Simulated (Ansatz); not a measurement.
**Sc2Ni2I: relaxing a made-up structure**

Starting from a made-up structure for Sc2Ni2I, the aim is the relaxed cell, its shortest contacts and, where a second run follows, its electronic structure.

Method: DFT, PBEsol, plane-wave PAW, files of the set soft_1, scalar-relativistic, ferromagnetic start, cell and ions relaxed at zero pressure; PAW set soft_1, in the first sound run; inputs show where later runs differ, in Ansatz 0.2.0.

### 1. Set-up

The structure is hexagonal, space group P-6m2 (No. 187). The conventional cell has a = 3.828 Å, b = 3.828 Å, c = 8.309 Å, α = 90.00°, β = 90.00°, γ = 120.00°. Nearest to I lie 6 Sc at 3.23 Å. Nearest to Ni lie 3 Ni at 2.21 Å. Sc has 6 Ni at 2.85 Å and 3 I at 3.23 Å nearest. Farther neighbours and most contacts between anions are not listed.

### 2. Relaxation of the guess

The guess takes its coordinates from another compound and its volume from a rule, so the cell and any free coordinates are relaxed together.

input.yaml reads:

```yaml
crystal:
  lattice:
    - [3.828, 0.0, 0.0]
    - [-1.914, 3.315145246, 0.0]
    - [0.0, 0.0, 8.309]
  atoms:
    - { symbol: I, position: [0.666666667, 0.333333333, 0.5] }
    - { symbol: Ni, position: [0.666666667, 0.333333333, 0.0], spin: 1.0 }
    - { symbol: Ni, position: [0.333333333, 0.666666667, 0.0], spin: 1.0 }
    - { symbol: Sc, position: [0.0, 0.0, 0.7839] }
    - { symbol: Sc, position: [0.0, 0.0, 0.2161] }
magnetization:
  spin_polarized: true
kpoints:
  mp_grid: { grid: [8, 8, 4] }
scf:
  occupations: { method: fermi_dirac, width: 0.05 }
hamiltonian:
  xc: pbesol
  pseudopotentials: { kind: paw, azcp: { folder: soft_1 }, xc_functional: pbe }
relax:
  f_tol: 0.015
  max_steps: 70
  cell: {}
output:
  forces: true
  stress: true
```

Started as:

```bash
$ ansatz run input.yaml --threads 4 --pin off --max-ram 8192MiB --backend cpu --events-out ev --progress --plain --runs-dir out
```

Numbers of over 12 decimals in the logs are rounded to 6 here.

The log of the run:

```text
Engine: ansatz 0.2.0, aarch64-unknown-linux-gnu
Pseudopotentials: kind: paw
Pseudopotential: I, paw, valence charge 17, recommended cutoff 420 eV (normal), soft_1/I.paw.azcp
Pseudopotential: Ni, paw, valence charge 18, recommended cutoff 420 eV (normal), soft_1/Ni.paw.azcp
Pseudopotential: Sc, paw, valence charge 11, recommended cutoff 420 eV (normal), soft_1/Sc.paw.azcp
Functional definition: PBEsol
  exchange = pbesol_x
  correlation = pbesol_c
Crystal: 5 atoms, lattice volume = 105.444 Å³
Basis set: ecut = 420 eV, 2043 PW (Γ), exchange–correlation on 54×54×120 points (8 copies of the dense FFT grid, shifted against one another)
Bands: 47, of which v1, the nominal top of the filled ones, is band 38 counted from 1 (37 counted from 0)
Symmetry: 12 space group operations
Space group: P-6m2 (ITA 187), of the structure as read, at distance tolerance 4.7e-5 Å
Magnetic group: BNS 187.209 (UNI 1439), of the structure as read, at distance tolerance 4.7e-5 Å
k-points: 30 of 256 (time reversal used)
Non-local potential: I, projectors of the file, l = 0: 2, l = 1: 2, l = 2: 2, l = 3: 1
Non-local potential: Ni, projectors of the file, l = 0: 3, l = 1: 2, l = 2: 3, l = 3: 1
Non-local potential: Sc, projectors of the file, l = 0: 3, l = 1: 2, l = 2: 3, l = 3: 1
PAW form: soft (Blöchl's): semilocal exchange-correlation on the pseudo side does not see the compensation charge
PAW frozen core: I, regenerated for the run's functional, and the local potential with it (the file was generated under x = pbe(κ = 0.804, μ = 0.219515), c = pbe(β = 0.066725))
PAW frozen core: Ni, regenerated for the run's functional, and the local potential with it (the file was generated under x = pbe(κ = 0.804, μ = 0.219515), c = pbe(β = 0.066725))
PAW frozen core: Sc, regenerated for the run's functional, and the local potential with it (the file was generated under x = pbe(κ = 0.804, μ = 0.219515), c = pbe(β = 0.066725))
PAW one-centre angular grid: I, 590 points (default); XC on 64 Gauss nodes
PAW one-centre angular grid: Ni, 590 points (default); XC on 64 Gauss nodes
PAW one-centre angular grid: Sc, 590 points (default); XC on 64 Gauss nodes
Initial density: superposition of atomic densities (chi_scale 0.1, normalization cell, long waves kept (reshape's long-wave potential 0.75 eV rms))
Starting moments: Σ|m| = 2 μB on 2 of 5 sites
Initial wavefunctions: pseudopotential atomic-orbital guess
Functional: x = pbesol(κ = 0.804, μ = 0.123457), c = pbesol(β = 0.046)
SCF iter   1: F=—  HF=-23289.123616 eV  |F-HF|=—  |Δ(HF+E_count)|=         —  Δρ=1.36e-1 (↑7.95e-2 ↓1.36e-1)  dr2=3.28e2  dr2_m=1.50e0  M=0.650 μB ∫|m|=0.857 μB  β_m=0.30  ethr=3.10e-3  ⟨swp⟩=6.6  Hψ=10913  notcnv=0
Mixer restart at iter 1: flushing history
preconditioner: auto → Kerker (q_TF=auto, 2.578 Å⁻¹)  [metal: Δε(μ)=0.022 eV  Ē_g=5.237 eV  σ=0.050 eV  W_gap=0.11  n_scr=36 (ndim 8)  ℏωp=20.8 eV  f_vac=0.000  D(μ)=4.23/eV (n_scr^D=36)]
spin=Collinear: Kerker preconditioning applied to the charge; magnetization (m = ρ↑ − ρ↓) channel mixes plain (no charge-response kernel on spin).
SCF iter   2: F=—  HF=-23282.853253 eV  |F-HF|=—  |Δ(HF+E_count)|=    6.27e0  Δρ=6.66e-2 (↑5.72e-2 ↓6.66e-2)  dr2=1.65e2  dr2_m=6.24e-1  M=0.729 μB ∫|m|=0.885 μB  β_m=0.48  ethr=3.10e-3  ⟨swp⟩=3.2  Hψ=6540  notcnv=0  defer=37
SCF iter   3: F=—  HF=-23272.670884 eV  |F-HF|=—  |Δ(HF+E_count)|=    1.02e1  Δρ=9.86e-2 (↑5.02e-2 ↓9.86e-2)  dr2=4.78e1  dr2_m=6.11e-1  M=0.134 μB ∫|m|=0.374 μB  β_m=0.40  ethr=3.10e-3  ⟨swp⟩=3.9  Hψ=7085  notcnv=0  defer=81
SCF iter   4: F=—  HF=-23267.648738 eV  |F-HF|=—  |Δ(HF+E_count)|=    5.02e0  Δρ=2.95e-2 (↑2.95e-2 ↓1.99e-2)  dr2=6.66e0  dr2_m=8.27e-2  M=0.276 μB ∫|m|=0.353 μB  β_m=0.55  ethr=3.10e-3  ⟨swp⟩=4.6  Hψ=6934  notcnv=0  defer=91
SCF iter   5: F=—  HF=-23267.083283 eV  |F-HF|=—  |Δ(HF+E_count)|=   5.65e-1  Δρ=2.38e-2 (↑2.38e-2 ↓2.04e-2)  dr2=2.09e0  dr2_m=3.72e-3  M=0.141 μB ∫|m|=0.205 μB  β_m=0.77  ethr=3.10e-3  ⟨swp⟩=3.7  Hψ=5902  notcnv=0  defer=81
SCF iter   6: F=—  HF=-23267.764520 eV  |F-HF|=—  |Δ(HF+E_count)|=   6.81e-1  Δρ=1.89e-2 (↑1.78e-2 ↓1.89e-2)  dr2=1.33e0  dr2_m=1.06e-3  M=0.155 μB ∫|m|=0.210 μB  β_m=0.76  ethr=2.78e-3  ⟨swp⟩=3.1  Hψ=3934  notcnv=0  defer=58
SCF iter   7: F=—  HF=-23267.751128 eV  |F-HF|=—  |Δ(HF+E_count)|=         —  Δρ=1.76e-2 (↑1.76e-2 ↓1.68e-2)  dr2=9.76e-1  dr2_m=1.29e-2  M=0.232 μB ∫|m|=0.295 μB  β_m=0.76  ethr=1.78e-3  ⟨swp⟩=3.5  Hψ=5886  notcnv=0  defer=55
Mixer restart at iter 7: flushing history
SCF iter   8: F=—  HF=-23268.036320 eV  |F-HF|=—  |Δ(HF+E_count)|=   2.85e-1  Δρ=3.61e-2 (↑3.43e-2 ↓3.61e-2)  dr2=3.30e0  dr2_m=2.75e-3  M=0.244 μB ∫|m|=0.305 μB  β_m=0.47  ethr=1.30e-3  ⟨swp⟩=3.9  Hψ=6612  notcnv=0  defer=62  recentre
SCF iter   9: F=—  HF=-23267.657271 eV  |F-HF|=—  |Δ(HF+E_count)|=   3.79e-1  Δρ=5.58e-3 (↑5.58e-3 ↓3.84e-3)  dr2=2.45e-1  dr2_m=4.86e-3  M=0.251 μB ∫|m|=0.312 μB  β_m=0.55  ethr=1.30e-3  ⟨swp⟩=3.6  Hψ=5908  notcnv=0  defer=61
SCF iter  10: F=—  HF=-23267.616035 eV  |F-HF|=—  |Δ(HF+E_count)|=   4.12e-2  Δρ=3.65e-3 (↑1.58e-3 ↓3.65e-3)  dr2=6.31e-2  dr2_m=1.71e-3  M=0.312 μB ∫|m|=0.375 μB  β_m=0.69  ethr=3.27e-4  ⟨swp⟩=3.7  Hψ=4215  notcnv=0  defer=61
SCF iter  11: F=—  HF=-23267.613416 eV  |F-HF|=—  |Δ(HF+E_count)|=   2.62e-3  Δρ=1.72e-3 (↑1.72e-3 ↓1.69e-3)  dr2=3.39e-2  dr2_m=8.60e-6  M=0.314 μB ∫|m|=0.384 μB  β_m=0.62  ethr=8.42e-5  ⟨swp⟩=3.4  Hψ=4350  notcnv=0  defer=61
SCF iter  12: F=—  HF=-23267.607301 eV  |F-HF|=—  |Δ(HF+E_count)|=   6.11e-3  Δρ=6.14e-3 (↑2.15e-3 ↓6.14e-3)  dr2=5.33e-2  dr2_m=4.24e-3  M=0.383 μB ∫|m|=0.462 μB  β_m=0.58  ethr=4.52e-5  ⟨swp⟩=3.2  Hψ=4299  notcnv=0  defer=61
SCF iter  13: F=—  HF=-23267.606707 eV  |F-HF|=—  |Δ(HF+E_count)|=   5.94e-4  Δρ=2.49e-3 (↑8.25e-4 ↓2.49e-3)  dr2=1.00e-2  dr2_m=7.22e-4  M=0.385 μB ∫|m|=0.472 μB  β_m=0.77  ethr=4.52e-5  ⟨swp⟩=3.4  Hψ=4267  notcnv=0  defer=46
SCF iter  14: F=—  HF=-23267.606654 eV  |F-HF|=—  |Δ(HF+E_count)|=   5.26e-5  Δρ=3.32e-4 (↑1.88e-4 ↓3.32e-4)  dr2=1.51e-4  dr2_m=5.44e-5  M=0.379 μB ∫|m|=0.472 μB  β_m=0.88  ethr=1.34e-5  ⟨swp⟩=2.2  Hψ=3646  notcnv=0  defer=45
SCF iter  15: F=—  HF=-23267.606657 eV  |F-HF|=—  |Δ(HF+E_count)|=   2.86e-6  Δρ=2.39e-4 (↑1.23e-4 ↓2.39e-4)  dr2=2.98e-5  dr2_m=2.89e-5  M=0.384 μB ∫|m|=0.481 μB  β_m=0.94  ethr=2.01e-7  ⟨swp⟩=2.0  Hψ=3839  notcnv=0  defer=44
SCF iter  16: F=—  HF=-23267.606656 eV  |F-HF|=—  |Δ(HF+E_count)|=   1.07e-6  Δρ=1.32e-4 (↑7.61e-5 ↓1.32e-4)  dr2=3.97e-5  dr2_m=8.50e-7  M=0.387 μB ∫|m|=0.485 μB  β_m=0.93  ethr=3.97e-8  ⟨swp⟩=2.0  Hψ=4202  notcnv=0  defer=44
[...]
Basis set: ecut = 420 eV, 1921 PW (Γ), exchange–correlation on 54×54×108 points (8 copies of the dense FFT grid, shifted against one another)
Initial wavefunctions: pseudopotential atomic-orbital guess (no wavefunctions were taken with the density)
iter 1 solved again at ethr=2.72e-7 eV; its pass at ethr=3.10e-3 eV (dr2=2.04e-4 eV) is discarded
SCF iter   1: F=—  HF=-23267.958645 eV  |F-HF|=—  |Δ(HF+E_count)|=         —  Δρ=1.31e-4 (↑1.30e-4 ↓1.31e-4)  dr2=4.27e-5  dr2_m=2.33e-10  M=-0.000 μB ∫|m|=0.000 μB  β_m=0.65  ethr=2.72e-7  ⟨swp⟩=3.7  Hψ=18548  notcnv=0
preconditioner: auto → Kerker (q_TF=auto, 2.011 Å⁻¹)  [metal: Δε(μ)=0.075 eV  Ē_g=5.278 eV  σ=0.050 eV  W_gap=0.35  n_scr=10 (ndim 8)  ℏωp=21.5 eV  f_vac=0.000  D(μ)=5.65/eV (n_scr^D=48)]
spin=Collinear: Kerker preconditioning applied to the charge; magnetization (m = ρ↑ − ρ↓) channel mixes plain (no charge-response kernel on spin).
SCF iter   2: F=—  HF=-23267.958644 eV  |F-HF|=—  |Δ(HF+E_count)|=   4.79e-7  Δρ=5.15e-5 (↑5.15e-5 ↓5.07e-5)  dr2=3.53e-6  dr2_m=1.81e-10  M=-0.000 μB ∫|m|=0.000 μB  β_m=0.47  ethr=5.70e-8  ⟨swp⟩=2.0  Hψ=3600  notcnv=0
SCF iter   3: F=—  HF=-23267.958649 eV  |F-HF|=—  |Δ(HF+E_count)|=   4.88e-6  Δρ=3.75e-5 (↑3.68e-5 ↓3.75e-5)  dr2=3.09e-6  dr2_m=1.62e-10  M=-0.000 μB ∫|m|=0.000 μB  β_m=0.44  ethr=4.71e-9  ⟨swp⟩=2.0  Hψ=5112  notcnv=0
SCF iter   4: F=—  HF=-23267.958649 eV  |F-HF|=—  |Δ(HF+E_count)|=   1.43e-7  Δρ=1.63e-5 (↑1.63e-5 ↓1.56e-5)  dr2=8.29e-7  dr2_m=1.38e-10  M=-0.000 μB ∫|m|=0.000 μB  β_m=0.59  ethr=4.12e-9  ⟨swp⟩=2.0  Hψ=3536  notcnv=0
SCF iter   5: F=—  HF=-23267.958652 eV  |F-HF|=—  |Δ(HF+E_count)|=   2.45e-6  Δρ=1.69e-5 (↑1.69e-5 ↓1.63e-5)  dr2=1.08e-6  dr2_m=1.15e-10  M=-0.000 μB ∫|m|=0.000 μB  β_m=0.80  ethr=1.10e-9  ⟨swp⟩=2.0  Hψ=3605  notcnv=0
SCF iter   6: F=—  HF=-23267.958653 eV  |F-HF|=—  |Δ(HF+E_count)|=   1.81e-6  Δρ=1.38e-5 (↑1.38e-5 ↓1.31e-5)  dr2=7.69e-7  dr2_m=8.86e-11  M=-0.000 μB ∫|m|=0.000 μB  β_m=0.86  ethr=1.10e-9  ⟨swp⟩=2.0  Hψ=3722  notcnv=0
SCF iter   7: F=—  HF=-23267.958654 eV  |F-HF|=—  |Δ(HF+E_count)|=   7.88e-7  Δρ=9.25e-6 (↑9.25e-6 ↓8.83e-6)  dr2=2.74e-7  dr2_m=5.76e-11  M=-0.000 μB ∫|m|=0.000 μB  β_m=0.62  ethr=1.02e-9  ⟨swp⟩=2.0  Hψ=3712  notcnv=0
SCF iter   8: F=—  HF=-23267.958654 eV  |F-HF|=—  |Δ(HF+E_count)|=   9.20e-8  Δρ=3.32e-6 (↑3.32e-6 ↓2.90e-6)  dr2=3.99e-8  dr2_m=4.65e-11  M=-0.000 μB ∫|m|=0.000 μB  β_m=0.71  ethr=3.65e-10  ⟨swp⟩=2.0  Hψ=3606  notcnv=0
SCF iter   9: F=—  HF=-23267.958654 eV  |F-HF|=—  |Δ(HF+E_count)|=   7.06e-8  Δρ=2.06e-6 (↑2.06e-6 ↓1.69e-6)  dr2=1.32e-8  dr2_m=3.24e-11  M=-0.000 μB ∫|m|=0.000 μB  β_m=0.85  ethr=5.32e-11  ⟨swp⟩=2.0  Hψ=3732  notcnv=0
SCF iter  10: F=—  HF=-23267.958654 eV  |F-HF|=—  |Δ(HF+E_count)|=   2.20e-8  Δρ=3.25e-7 (↑1.39e-7 ↓3.25e-7)  dr2=1.84e-10  dr2_m=9.90e-12  M=-0.000 μB ∫|m|=0.000 μB  β_m=0.93  ethr=1.75e-11  ⟨swp⟩=2.3  Hψ=5044  notcnv=0
SCF iter  11: F=—  HF=-23267.958655 eV  |F-HF|=—  |Δ(HF+E_count)|=   3.01e-7  Δρ=1.30e-7 (↑1.30e-7 ↓7.83e-8)  dr2=2.45e-11  dr2_m=7.71e-12  M=-0.000 μB ∫|m|=0.000 μB  β_m=0.96  ethr=1.00e-12  ⟨swp⟩=2.0  Hψ=4154  notcnv=0
SCF iter  12: F=—  HF=-23267.958655 eV  |F-HF|=—  |Δ(HF+E_count)|=  8.37e-11  Δρ=1.64e-7 (↑1.64e-7 ↓2.96e-8)  dr2=1.58e-11  dr2_m=5.64e-12  M=-0.000 μB ∫|m|=0.000 μB  β_m=0.94  ethr=1.00e-12  ⟨swp⟩=1.8  Hψ=3014  notcnv=0
SCF iter  13: F=—  HF=-23267.958655 eV  |F-HF|=—  |Δ(HF+E_count)|=  4.73e-11  Δρ=2.56e-7 (↑3.39e-8 ↓2.56e-7)  dr2=6.79e-11  dr2_m=1.34e-11  M=-0.000 μB ∫|m|=0.000 μB  β_m=0.97  ethr=1.00e-12  ⟨swp⟩=2.0  Hψ=3530  notcnv=0  recentre
SCF iter  14: F=—  HF=-23267.958655 eV  |F-HF|=—  |Δ(HF+E_count)|=  4.00e-11  Δρ=1.43e-7 (↑1.43e-7 ↓1.33e-7)  dr2=4.40e-13  dr2_m=1.71e-11  M=-0.000 μB ∫|m|=0.000 μB  β_m=0.98  ethr=1.00e-12  ⟨swp⟩=2.0  Hψ=3394  notcnv=0
SCF iter  15: F=-23267.958655 eV  HF=-23267.958655 eV  |F-HF|=3.27e-11  |Δ(HF+E_count)|=    0.00e0  Δρ=1.53e-7 (↑1.53e-7 ↓7.65e-8)  dr2=4.35e-11  dr2_m=1.80e-12  M=-0.000 μB ∫|m|=0.000 μB  ethr=1.00e-12  ⟨swp⟩=2.0  Hψ=8129  notcnv=0
the starting moments were not kept: the SCF closed with an absolute magnetisation of 1.7e-5 μB, where they sum to 2 μB in size (2 sites). That is at most 0.1 of that sum.
SCF 6 converged in 15 iterations: F = -23267.958655 eV  dr2 = 4.35e-11
relax step   6: F+E_penalty+E_count = -23267.95865469 eV  Δ(F+E_penalty+E_count) = +1.126e-3 eV  max|allowed force component| = 3.200e-3 eV/Å  Δτ_max = 0.0000 Å  P = +0.031 GPa  Ω = 98.375 Å³  stress off target by 3.42e-2 GPa  SCF on the basis re-selected at this cell (its energy is not comparable with the rows above)  (15 SCF iters)
basis re-selected at this cell: Δ(F+E_penalty+E_count) = +1.126e-3 eV, ΔP = +0.002 GPa vs the last step (what re-selecting the basis moved, of the pressure what is left beyond the Pulay correction that the steps carried, after the strain that the cell walked since its last selection, with what the two solves' SCF thresholds leave and, on support functions, any second-order correction that the steps lacked; it is no measure of the basis error at this ecutwfc). The dense FFT grid was sized anew with the basis: this SCF ran on 27×27×54 points, the steps before it on 27×27×60, so part of this shift can come from that change (see relax.cell in the input reference). [rest of the remark cut]
SCF converged after 15 iterations
Magnetization: -0.0000 μB (37.5000 up, 37.5000 down)
Absolute magnetization: 0.0000 μB (∫|ρ↑−ρ↓|, with the PAW one-centre terms)
Spin contamination: 0.0000 ħ² per cell (⟨S²⟩ above its minimum at these occupations)
Per-site moments (μB) at R_I (Å): [(2.9577154501590022e-8, 1.303519), (-7.987362145064762e-6, 0.916726), (-7.792943351331344e-6, 0.916726), (9.654827988271198e-8, 1.126411), (9.654828004014639e-8, 1.126411)]
Free energy (F): -23267.958655 eV
Harris-Foulkes:  -23267.958655 eV  (|F-HF|=3.27e-11)
Internal energy: -23267.909990 eV  (E = F + TS)
E sigma→0 (E₀):  -23267.934322 eV
Entropy (-TS):   -0.048665 eV (-9.733 meV/atom)
Fermi energy:    12.420268 eV
--- Per-component energies (eV) ---
  E_band       = -1368.653199
  E_kinetic    = 1259.535237
  E_local      = -13631.963988  (includes V_loc(G=0)·N_el)
  E_nonlocal   = 175.470330
  E_hartree    = 6657.671485
  E_xc         = -503.623673
  E_vxc        = -614.424433  (∫ρ·V_xc dr)
  E_paw        = -9883.919061  (= ΣΔE_a)
  E_vpaw       = -1872.611843  (= ΣTr[D̂ρ^β])
  E_aug_tail   = -0.000658  (compensation charges beyond the density's cutoff)
  E_ewald      = -7342.144427
  E_core_change = 1.064765  (= ΣΔE_core)
  E_smearing   = -0.048665  (= −TS)
  E_closure    = 0.000000  (closes the sum)
  Σ components = -23267.958655   (vs F -23267.958655, Δ=0.00e0)
--- Forces (eV/Å), atoms counted from 1 ---
  atom   1  I      0.00000000    -0.00000000     0.00000000
  atom   2  Ni     0.00000000    -0.00000000     0.00000000
  atom   3  Ni     0.00000000     0.00000000    -0.00000000
  atom   4  Sc    -0.00000000     0.00000000    -0.00319961
  atom   5  Sc    -0.00000000     0.00000000     0.00319961
  max |Σ_I F_I| component: 1.50e-17 eV/Å
--- Stress (GPa, compression-positive) ---
        0.028822      -0.000000       0.000000
        0.000000       0.028822      -0.000000
        0.000000      -0.000000       0.034171
  P = ⅓ Tr σ = 0.0306 GPa (0.306 kbar)
--- Relaxed structure (5 steps of the walk, 5 accepted, 1 SCFs on fresh bases) ---
  F+E_penalty+E_count = -23267.95865469 eV   max|allowed force component| = 3.200e-3 eV/Å   (the final SCF, on the basis selected at the relaxed cell)
  cell:  # Å, volume = 98.3752 Å³
    - [3.849252, 2.359484676124891e-18, 0]
    - [-1.924626, 3.333550, 0]
    - [0, 0, 7.666592]
  atoms:
    - { symbol: I, position: [0.666667, 0.333333, 0.500000] }
    - { symbol: Ni, position: [0.666667, 0.333333, 0] }
    - { symbol: Ni, position: [0.333333, 0.666667, 0.0] }
    - { symbol: Sc, position: [-7.401486829111081e-18, 7.401486829111082e-18, 0.793031] }
    - { symbol: Sc, position: [-7.401486829111081e-18, 7.401486829111082e-18, 0.206969] }
```

It took 96 s on 4 threads of Arm Neoverse V1, shared host; peak memory 0.57 GiB; 5.7 min of CPU time.

Relaxation path:

| step | energy less that of the first step (eV) | largest force component (eV/Å) | pressure (GPa) | volume (Å³) |
| --- | --- | --- | --- | --- |
| 1 | 0.0000 | 1.0369 | -5.68 | 105.44 |
| 2 | -0.3170 | 0.2584 | 0.50 | 99.61 |
| 3 | -0.3525 | 0.0077 | 0.33 | 97.93 |
| 4 | -0.3531 | 0.0087 | 0.07 | 98.28 |
| 5 | -0.3531 | 0.0033 | 0.03 | 98.38 |
| 6* | -0.3520 | 0.0032 | 0.03 | 98.38 |

Relaxation steps marked * repeat the geometry before them on a plane-wave basis chosen anew for their cell, so energy and pressure can jump there.

Forces are held to the 12 operations that the run works with; a distortion that breaks them can't arise in this run.

| conventional cell, symmetrised | before | after | change |
| --- | --- | --- | --- |
| a (Å) | 3.828 | 3.849 | +0.6 % |
| b (Å) | 3.828 | 3.849 | +0.6 % |
| c (Å) | 8.309 | 7.667 | -7.7 % |
| volume (Å³/atom) | 21.09 | 19.68 | -6.7 % |

The atoms that moved most (Å, as changes of fractional coordinates times the final cell):

| atom | dx | dy | dz | length |
| --- | --- | --- | --- | --- |
| Sc5 | 0.000 | 0.000 | -0.070 | 0.070 |
| Sc4 | 0.000 | 0.000 | 0.070 | 0.070 |

Numbers from this step:

```
free energy             : -23267.9587 eV
energy at zero smearing : -23267.9343 eV
smearing term TS        : 0.04866 eV
Fermi energy            : 12.42 eV
electrons               : 75
symmetry operations     : 12
pressure                : 0.03060 GPa
```

Shortest distances by pair of elements, guess and relaxed (not always the same contact):

| pair | guess (Å) | relaxed (Å) |
| --- | --- | --- |
| Ni–Ni | 2.210 | 2.222 |
| Ni–Sc | 2.848 | 2.731 |
| I–Sc | 3.232 | 3.160 |
| Sc–Sc | 3.591 | 3.173 |
| I–Ni | 4.154 | 3.833 |

The relaxation ends with a largest force component of 0.0032 eV/Å and a pressure of 0.03 GPa. No moment survives the cycle: this start ends non-magnetic.

(Part 1 of 2 ends here.)

[Logs are printed without paths, hosts, clocks, repeated set-up lines and the standing remarks that a program may print on its own settings, such as how far it seeks lower states.]

[Hosts, paths, dates, database ids (printed as entryN), source tags and the programs' standing remarks are cut or masked in the printed files.]
